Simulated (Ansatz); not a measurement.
# F on Ag(111): change of the work function, part 2 of 4

How does F on the fcc site change the work function of Ag(111) as the layer fills?

Ansatz 0.2.0; plane-wave DFT, PBE, Ansatz PAW.

So far, work function, upper face (eV): step 2 (the clean slab) 4.47.

## Step 3: Adsorbate added, k-mesh 4×4×1, coverage 0.111 ML

System of this step: Ag36F (F/Ag(111)). The cell holds 37 atoms: 36 Ag and 1 F. Its edges and angles: a = 8.676 Å, b = 8.676 Å, c = 26.403 Å, α = 90.0°, β = 90.0°, γ = 60.0°. Vacuum lies along c.

The clean slab as it ended is repeated in the plane and the adsorbate is set on one face; the cell's size fixes the coverage, and the k-mesh shrinks with it to keep the sampling density about even. Adsorbate and upper layers relax, since the dipole depends on the height.

Input file input.yaml:

```yaml
crystal:
  lattice:
    - [8.6762002052, 1.0e-10, 0.0]
    - [4.3381001025, 7.5138097861, 0.0]
    - [0.0, 0.0, 26.4025630098]
  atoms:
    - { symbol: Ag, position: [0.0, 0.0, 0.3408759974] }
    - { symbol: Ag, position: [0.1111111111, 0.1111111111, 0.4303128676] }
    - { symbol: Ag, position: [0.2222222222, 0.2222222222, 0.5207844035] }
    - { symbol: Ag, position: [0.0, 0.0, 0.6121088037] }
    - { symbol: Ag, position: [0.0, 0.3333333333, 0.3408759974] }
    - { symbol: Ag, position: [0.1111111111, 0.4444444444, 0.4303128676] }
    - { symbol: Ag, position: [0.2222222222, 0.5555555556, 0.5207844035] }
    - { symbol: Ag, position: [0.0, 0.3333333333, 0.6121088037] }
    - { symbol: Ag, position: [0.0, 0.6666666667, 0.3408759974] }
    - { symbol: Ag, position: [0.1111111111, 0.7777777778, 0.4303128676] }
    - { symbol: Ag, position: [0.2222222222, 0.8888888889, 0.5207844035] }
    - { symbol: Ag, position: [0.0, 0.6666666667, 0.6121088037] }
    - { symbol: Ag, position: [0.3333333333, 0.0, 0.3408759974] }
    - { symbol: Ag, position: [0.4444444444, 0.1111111111, 0.4303128676] }
    - { symbol: Ag, position: [0.5555555556, 0.2222222222, 0.5207844035] }
    - { symbol: Ag, position: [0.3333333333, 0.0, 0.6121088037] }
    - { symbol: Ag, position: [0.3333333333, 0.3333333333, 0.3408759974] }
    - { symbol: Ag, position: [0.4444444444, 0.4444444444, 0.4303128676] }
    - { symbol: Ag, position: [0.5555555556, 0.5555555556, 0.5207844035] }
    - { symbol: Ag, position: [0.3333333333, 0.3333333333, 0.6121088037] }
    - { symbol: Ag, position: [0.3333333333, 0.6666666667, 0.3408759974] }
    - { symbol: Ag, position: [0.4444444444, 0.7777777778, 0.4303128676] }
    - { symbol: Ag, position: [0.5555555556, 0.8888888889, 0.5207844035] }
    - { symbol: Ag, position: [0.3333333333, 0.6666666667, 0.6121088037] }
    - { symbol: Ag, position: [0.6666666667, 0.0, 0.3408759974] }
    - { symbol: Ag, position: [0.7777777778, 0.1111111111, 0.4303128676] }
    - { symbol: Ag, position: [0.8888888889, 0.2222222222, 0.5207844035] }
    - { symbol: Ag, position: [0.6666666667, 0.0, 0.6121088037] }
    - { symbol: Ag, position: [0.6666666667, 0.3333333333, 0.3408759974] }
    - { symbol: Ag, position: [0.7777777778, 0.4444444444, 0.4303128676] }
    - { symbol: Ag, position: [0.8888888889, 0.5555555556, 0.5207844035] }
    - { symbol: Ag, position: [0.6666666667, 0.3333333333, 0.6121088037] }
    - { symbol: Ag, position: [0.6666666667, 0.6666666667, 0.3408759974] }
    - { symbol: Ag, position: [0.7777777778, 0.7777777778, 0.4303128676] }
    - { symbol: Ag, position: [0.8888888889, 0.8888888889, 0.5207844035] }
    - { symbol: Ag, position: [0.6666666667, 0.6666666667, 0.6121088037] }
    - { symbol: F, position: [0.1111111111, 0.1111111111, 0.6591240026] }
kpoints:
  mp_grid: { grid: [4, 4, 1] }
hamiltonian:
  xc: pbe
scf:
  occupations: { method: fermi_dirac, width: 0.1 }
  convergence: { dr2_threshold: 1.0e-08 }
efield:
  axis: 3
  dipole_correction: true
  ramp_position: 0.97
  ramp_width: 0.06
relax:
  f_tol: 0.02
  max_steps: 60
  constraints:
    - { sites: [0, 1, 4, 5, 8, 9, 12, 13, 16, 17, 20, 21, 24, 25, 28, 29, 32, 33] }
output:
  write_potential: true
  write_density: true
  volumetric_format: npy
```

On the command line:

```console
$ ansatz run input.yaml --threads 4 --pin off --max-ram 16384MiB --backend cpu --events-out ev --progress --plain --runs-dir out
```

The log of the run:

```text
[...]
Crystal: 37 atoms, lattice volume = 1721.218 Å³
Basis set: ecut = 420 eV, 33731 PW (Γ), exchange–correlation on 120×120×360 points (8 copies of the dense FFT grid, shifted against one another)
Bands: 415, of which v1, the nominal top of the filled ones, is band 346 counted from 1 (345 counted from 0)
Symmetry: 6 space group operations
[...]
k-points: 4 of 16 (time reversal used)
[...]
SCF iter   1: F=—  HF=-274061.222098 eV  |F-HF|=—  |Δ(HF+E_count)|=         —  Δρ=1.35e-3  dr2=1.75e-1  ethr=1.77e-3  p=-0.064 e·Å  D=-6.73e-3 V/Å  ΔV_dip=0.18 eV  dr2_dipole=1.92e-2  V_vac-E_F(+/−)=4.59/4.41 eV  ⟨swp⟩=6.5  Hψ=6519  notcnv=0  defer=130
[...]
SCF iter   9: F=-274061.259923 eV  HF=-274061.259923 eV  |F-HF|=5.41e-9  |Δ(HF+E_count)|=   5.47e-8  Δρ=4.06e-7  dr2=3.21e-9  ethr=1.45e-12  p=-0.059 e·Å  D=-6.22e-3 V/Å  ΔV_dip=0.16 eV  dr2_dipole=1.12e-10  V_vac-E_F(+/−)=4.66/4.50 eV  ⟨swp⟩=8.0  Hψ=9604  notcnv=0
SCF 1 converged in 9 iterations: F = -274061.259923 eV  dr2 = 3.21e-9
[...]
relax step   1: F+E_penalty+E_count = -274061.25992283 eV  Δ(F+E_penalty+E_count) = +0.000e0 eV  max|allowed force component| = 3.493e0 eV/Å  Δτ_max = 0.0000 Å  (9 SCF iters, accepted)
[...]
SCF iter   9: F=-274061.804881 eV  HF=-274061.804881 eV  |F-HF|=6.90e-8  |Δ(HF+E_count)|=   1.03e-7  Δρ=3.60e-7  dr2=2.13e-9  ethr=1.45e-12  p=-0.116 e·Å  D=-1.22e-2 V/Å  ΔV_dip=0.32 eV  dr2_dipole=8.28e-11  V_vac-E_F(+/−)=4.82/4.50 eV  ⟨swp⟩=8.0  Hψ=9551  notcnv=0
SCF 2 converged in 9 iterations: F = -274061.804881 eV  dr2 = 2.13e-9
relax step   2: F+E_penalty+E_count = -274061.80488093 eV  Δ(F+E_penalty+E_count) = -5.450e-1 eV  max|allowed force component| = 1.102e0 eV/Å  Δτ_max = 0.1206 Å  (9 SCF iters, accepted)
SCF iter   1: F=—  HF=-274061.921240 eV  |F-HF|=—  |Δ(HF+E_count)|=         —  Δρ=1.25e-3  dr2=4.53e-2  ethr=4.87e-5  p=-0.116 e·Å  D=-1.22e-2 V/Å  ΔV_dip=0.32 eV  dr2_dipole=7.26e-3  V_vac-E_F(+/−)=4.83/4.50 eV  ⟨swp⟩=6.0  Hψ=5156  notcnv=0  defer=112
[...]
SCF iter   8: F=-274061.907390 eV  HF=-274061.907390 eV  |F-HF|=5.31e-8  |Δ(HF+E_count)|=   2.61e-8  Δρ=4.60e-7  dr2=3.12e-9  ethr=1.45e-12  p=-0.164 e·Å  D=-1.72e-2 V/Å  ΔV_dip=0.45 eV  dr2_dipole=3.47e-11  V_vac-E_F(+/−)=4.95/4.50 eV  ⟨swp⟩=7.0  Hψ=11004  notcnv=0
SCF 3 converged in 8 iterations: F = -274061.907390 eV  dr2 = 3.12e-9
relax step   3: F+E_penalty+E_count = -274061.90738999 eV  Δ(F+E_penalty+E_count) = -1.025e-1 eV  max|allowed force component| = 3.770e-1 eV/Å  Δτ_max = 0.1219 Å  (8 SCF iters, accepted)
[...]
relax step   4: F+E_penalty+E_count = -274061.93180042 eV  Δ(F+E_penalty+E_count) = -2.441e-2 eV  max|allowed force component| = 3.210e-2 eV/Å  Δτ_max = 0.1161 Å  (8 SCF iters, accepted)
SCF iter   1: F=—  HF=-274061.931968 eV  |F-HF|=—  |Δ(HF+E_count)|=         —  Δρ=1.39e-4  dr2=2.95e-4  ethr=6.11e-7  p=-0.205 e·Å  D=-2.15e-2 V/Å  ΔV_dip=0.57 eV  dr2_dipole=1.37e-5  V_vac-E_F(+/−)=5.07/4.50 eV  ⟨swp⟩=5.0  Hψ=4422  notcnv=0  defer=164
[...]
SCF iter   6: F=-274061.932161 eV  HF=-274061.932161 eV  |F-HF|=3.03e-8  |Δ(HF+E_count)|=   1.14e-7  Δρ=5.19e-7  dr2=4.09e-9  ethr=1.45e-12  p=-0.202 e·Å  D=-2.12e-2 V/Å  ΔV_dip=0.56 eV  dr2_dipole=5.67e-11  V_vac-E_F(+/−)=5.06/4.50 eV  ⟨swp⟩=9.0  Hψ=9855  notcnv=0
SCF 5 converged in 6 iterations: F = -274061.932161 eV  dr2 = 4.09e-9
[...]
relax step   5: F+E_penalty+E_count = -274061.93216076 eV  Δ(F+E_penalty+E_count) = -3.603e-4 eV  max|allowed force component| = 2.374e-3 eV/Å  Δτ_max = 0.0108 Å  (6 SCF iters, accepted)
NSCF: frozen V_eff on 4 k-points
[...]
WARN: The output density's exchange-correlation potential varies sharply where the density is thin. Do not read a vacuum level from v_tot or v_xc, or from such a field of the output density. On a cell that repeats whose density bears no net charge and no dipole along the vacuum's axis use v_es (v_loc + v_h of the components); under efield.dipole_correction with no amplitude use v_es + v_field, which holds any externa [...]
SCF converged after 6 iterations
Free energy (F): -274061.932161 eV
[...]
Internal energy: -274061.602755 eV  (E = F + TS)
E sigma→0 (E₀):  -274061.767458 eV
Entropy (-TS):   -0.329406 eV (-8.903 meV/atom)
Fermi energy:    3.184135 eV
Dipole field:    D = -0.021203 V/Å  (p = -0.201684 e·Å, saw-weighted, corrected)
Work function:   Φ+ = 5.0594 eV   Φ− = 4.4996 eV
[...]
--- Forces (eV/Å), atoms counted from 1 ---
  atom   1  Ag    -0.00340648    -0.00196673    -0.15693394
  atom   2  Ag     0.00000000     0.00000000     0.16218204
  atom   3  Ag     0.00067641     0.00039053     0.00128042
  atom   4  Ag     0.00081422     0.00047009    -0.00182746
  atom   5  Ag    -0.00000000     0.00393347    -0.15693394
  atom   6  Ag    -0.00445420    -0.00611714     0.12786430
  atom   7  Ag     0.00182560    -0.00105401     0.00237372
  atom   8  Ag     0.00000000    -0.00094018    -0.00182746
  atom   9  Ag     0.00137461    -0.00079363    -0.12877519
  atom  10  Ag     0.00307050     0.00691602     0.12786430
  atom  11  Ag     0.00000000    -0.00078105     0.00128042
  atom  12  Ag     0.00125655    -0.00072547     0.00166917
  atom  13  Ag     0.00340648    -0.00196673    -0.15693394
  atom  14  Ag    -0.00752470    -0.00079888     0.12786430
  atom  15  Ag    -0.00000000     0.00210802     0.00237372
  atom  16  Ag    -0.00081422     0.00047009    -0.00182746
  atom  17  Ag    -0.00138144    -0.00079757    -0.14193187
  atom  18  Ag     0.00000000     0.00000000     0.10768470
  atom  19  Ag    -0.00182560    -0.00105401     0.00237372
  atom  20  Ag     0.00160425     0.00092621    -0.00101696
  atom  21  Ag    -0.00000000     0.00159514    -0.14193187
  atom  22  Ag    -0.00307050     0.00691602     0.12786430
  atom  23  Ag    -0.00126781     0.00073197     0.00136317
  atom  24  Ag     0.00000000    -0.00185243    -0.00101696
  atom  25  Ag    -0.00000000     0.00158726    -0.12877519
  atom  26  Ag     0.00752470    -0.00079888     0.12786430
  atom  27  Ag    -0.00067641     0.00039053     0.00128042
  atom  28  Ag    -0.00000000     0.00145094     0.00166917
  atom  29  Ag     0.00138144    -0.00079757    -0.14193187
  atom  30  Ag     0.00445420    -0.00611714     0.12786430
  atom  31  Ag     0.00000000    -0.00146395     0.00136317
  atom  32  Ag    -0.00160425     0.00092621    -0.00101696
  atom  33  Ag    -0.00137461    -0.00079363    -0.12877519
  atom  34  Ag     0.00000000     0.00000000     0.23547390
  atom  35  Ag     0.00126781     0.00073197     0.00136317
  atom  36  Ag    -0.00125655    -0.00072547     0.00166917
  atom  37  F      0.00000000     0.00000000    -0.00114506
  max |Σ_I F_I| component: 1.54e-5 eV/Å
--- Band table (eV) ---
  k-point 0: bands = [... 342 lower, 1.6379, 2.3312, 2.7896, 2.7915, 2.7915, 2.9651, 2.9651, 3.2317, ... 65 higher]
  k-point 1: bands = [... 342 lower, 2.2226, 2.4797, 2.5295, 2.6210, 2.9023, 3.7270, 3.7666, 3.9354, ... 65 higher]
  k-point 2: bands = [... 342 lower, 2.9604, 2.9792, 3.1852, 3.2963, 3.3808, 3.6824, 3.7346, 3.7550, ... 65 higher]
  k-point 3: bands = [... 342 lower, 3.0316, 3.1359, 3.1676, 3.5967, 3.6203, 3.6831, 3.7684, 3.8136, ... 65 higher]
--- Relaxed structure (5 steps of the walk, 5 accepted, 0 SCFs on fresh bases) ---
  F+E_penalty+E_count = -274061.93216076 eV   max|allowed force component| = 2.374e-3 eV/Å
  atoms:
    - { symbol: Ag, position: [1.111111e-11, 1.111111e-11, 0.340876] }
    - { symbol: Ag, position: [0.111111, 0.111111, 0.4303128676] }
    - { symbol: Ag, position: [0.221738, 0.221738, 0.521566] }
    - { symbol: Ag, position: [-0.00443268, -0.00443268, 0.612839] }
    - { symbol: Ag, position: [1.111108e-11, 0.333333, 0.340876] }
    - { symbol: Ag, position: [0.111111, 0.444444, 0.4303128676] }
    - { symbol: Ag, position: [0.221887, 0.555723, 0.520294] }
    - { symbol: Ag, position: [-0.00443268, 0.342199, 0.612839] }
    - { symbol: Ag, position: [-2.222222e-11, 0.666667, 0.340876] }
    - { symbol: Ag, position: [0.111111, 0.777778, 0.4303128676] }
    - { symbol: Ag, position: [0.221738, 0.889857, 0.521566] }
    - { symbol: Ag, position: [0.00016689, 0.666583, 0.611564] }
    - { symbol: Ag, position: [0.333333, 1.111111e-11, 0.340876] }
    - { symbol: Ag, position: [0.444444, 0.111111, 0.4303128676] }
    - { symbol: Ag, position: [0.555723, 0.221887, 0.520294] }
    - { symbol: Ag, position: [0.342199, -0.00443268, 0.612839] }
    - { symbol: Ag, position: [0.333333, 0.333333, 0.340876] }
    - { symbol: Ag, position: [0.444444, 0.444444, 0.4303128676] }
    - { symbol: Ag, position: [0.555723, 0.555723, 0.520294] }
    - { symbol: Ag, position: [0.334525, 0.334525, 0.611243] }
    - { symbol: Ag, position: [0.333333, 0.666667, 0.340876] }
    - { symbol: Ag, position: [0.444444, 0.777778, 0.4303128676] }
    - { symbol: Ag, position: [0.553935, 0.889699, 0.521063] }
    - { symbol: Ag, position: [0.334525, 0.664283, 0.611243] }
    - { symbol: Ag, position: [0.666667, -2.222220e-11, 0.340876] }
    - { symbol: Ag, position: [0.777778, 0.111111, 0.4303128676] }
    - { symbol: Ag, position: [0.889857, 0.221738, 0.521566] }
    - { symbol: Ag, position: [0.666583, 0.00016689, 0.611564] }
    - { symbol: Ag, position: [0.666667, 0.333333, 0.340876] }
    - { symbol: Ag, position: [0.777778, 0.444444, 0.4303128676] }
    - { symbol: Ag, position: [0.889699, 0.553935, 0.521063] }
    - { symbol: Ag, position: [0.664283, 0.334525, 0.611243] }
    - { symbol: Ag, position: [0.666667, 0.666667, 0.340876] }
    - { symbol: Ag, position: [0.777778, 0.777778, 0.4303128676] }
    - { symbol: Ag, position: [0.889699, 0.889699, 0.521063] }
    - { symbol: Ag, position: [0.666583, 0.666583, 0.611564] }
    - { symbol: F, position: [0.111111, 0.111111, 0.672072] }
```

It took 13 min on 4 threads of Arm Neoverse V1, shared host; peak memory 12 GiB; 39 min of CPU time.

This run has no spin polarisation although its electron count is odd.

The steps of the relaxation:

```csv
step,energy less that of the first step (eV),largest force component (eV/Å)
1,0.0000,3.4932
2,-0.5450,1.1016
3,-0.6475,0.3770
4,-0.6719,0.0321
5,-0.6722,0.0024
```

Forces are held to the 6 operations that the program found; a distortion that breaks them can't arise in this run.

The atoms that moved most (Å):

```csv
atom,dx,dy,dz,length
F37,0.000,0.000,0.342,0.342
Ag4,-0.058,-0.033,0.019,0.069
Ag8,0.000,0.067,0.019,0.069
Ag16,0.058,-0.033,0.019,0.069
Ag32,-0.016,0.009,-0.023,0.029
Ag24,0.000,-0.018,-0.023,0.029
Ag20,0.016,0.009,-0.023,0.029
Ag3,-0.006,-0.004,0.021,0.022
```

The relaxed structure:

```
Ag F
1.0
     8.67620    0.00000    0.00000
     4.33810    7.51381    0.00000
     0.00000    0.00000   26.40256
Ag F
36 1
Cartesian
  0.0000 0.0000 9.0000
  1.4460 0.8349 11.3614
  2.8858 1.6661 13.7707
  -0.0577 -0.0333 16.1805
  1.4460 2.5046 9.0000
  2.8921 3.3395 11.3614
  4.3359 4.1756 13.7371
  1.4460 2.5712 16.1805
  2.8921 5.0092 9.0000
  4.3381 5.8441 11.3614
  5.7841 6.6862 13.7707
  2.8932 5.0086 16.1469
  2.8921 0.0000 9.0000
  4.3381 0.8349 11.3614
  5.7841 1.6672 13.7371
  2.9498 -0.0333 16.1805
  4.3381 2.5046 9.0000
  5.7841 3.3395 11.3614
  7.2323 4.1756 13.7371
  4.3536 2.5136 16.1384
  5.7841 5.0092 9.0000
  7.2302 5.8441 11.3614
  8.6657 6.6850 13.7574
  5.7841 4.9913 16.1384
  5.7841 0.0000 9.0000
  7.2302 0.8349 11.3614
  8.6825 1.6661 13.7707
  5.7841 0.0013 16.1469
  7.2302 2.5046 9.0000
  8.6762 3.3395 11.3614
  10.1222 4.1622 13.7574
  7.2147 2.5136 16.1384
  8.6762 5.0092 9.0000
  10.1222 5.8441 11.3614
  11.5788 6.6850 13.7574
  8.6751 5.0086 16.1469
  1.4460 0.8349 17.7444
```

This step gave:

| Item | Value |
| --- | --- |
| energy at zero smearing | -274061.7675 eV |
| work function, upper face | 5.059 eV |
| work function, lower face | 4.500 eV |
| dipole along the normal | -0.2017 e·Å |
| step between the vacuum levels | 0.5598 eV |

Running mean over 2.361 Å of the planar mean; the ramp of the sawtooth is left out. The electron's electrostatic potential energy less the Fermi level by z:

```csv
z (Å),electron's electrostatic potential energy less the Fermi level (eV)
3.5,4.50
4.0,4.50
4.5,4.50
5.0,4.49
5.5,4.48
6.0,4.43
6.5,4.24
7.0,3.53
7.5,1.25
8.0,-2.20
8.5,-4.89
9.0,-5.80
9.5,-5.95
10.0,-5.98
10.5,-6.01
11.0,-6.02
11.5,-5.99
12.0,-5.87
12.5,-5.78
13.0,-5.83
13.5,-5.95
14.0,-5.95
14.5,-5.79
15.0,-5.70
15.5,-5.77
16.0,-5.82
16.5,-5.42
17.0,-3.40
17.5,0.0869
18.0,3.00
18.5,4.23
19.0,4.75
19.5,5.00
20.0,5.05
20.5,5.06
21.0,5.06
21.5,5.06
22.0,5.06
22.5,5.06
23.0,5.06
```

The relaxation took 5 steps and lowered the energy by 0.67 eV; the largest force on the free atoms ends at 0.0024 eV/Å.

The covered face has 5.06 eV, +0.59 eV against the clean one; the bare back face has moved by +0.05 eV, a measure of how thin the slab is.

(Part 2 of 4 ends here.)

[Long decimals in the printed logs are rounded to 6 places.]

[Logs are printed without paths, hosts, clocks, repeated set-up lines and the standing remarks that a program may print on its own settings, such as how far it seeks lower states.]

[Hosts, paths, dates, database ids (printed as entryN), source tags and the programs' standing remarks are cut or masked in the printed files.]

[Maps of the electrostatic potential energy from Ansatz leave out the sawtooth potential of an applied field or a dipole correction, so their vacuum need not be flat; planar profiles and work functions include it.]
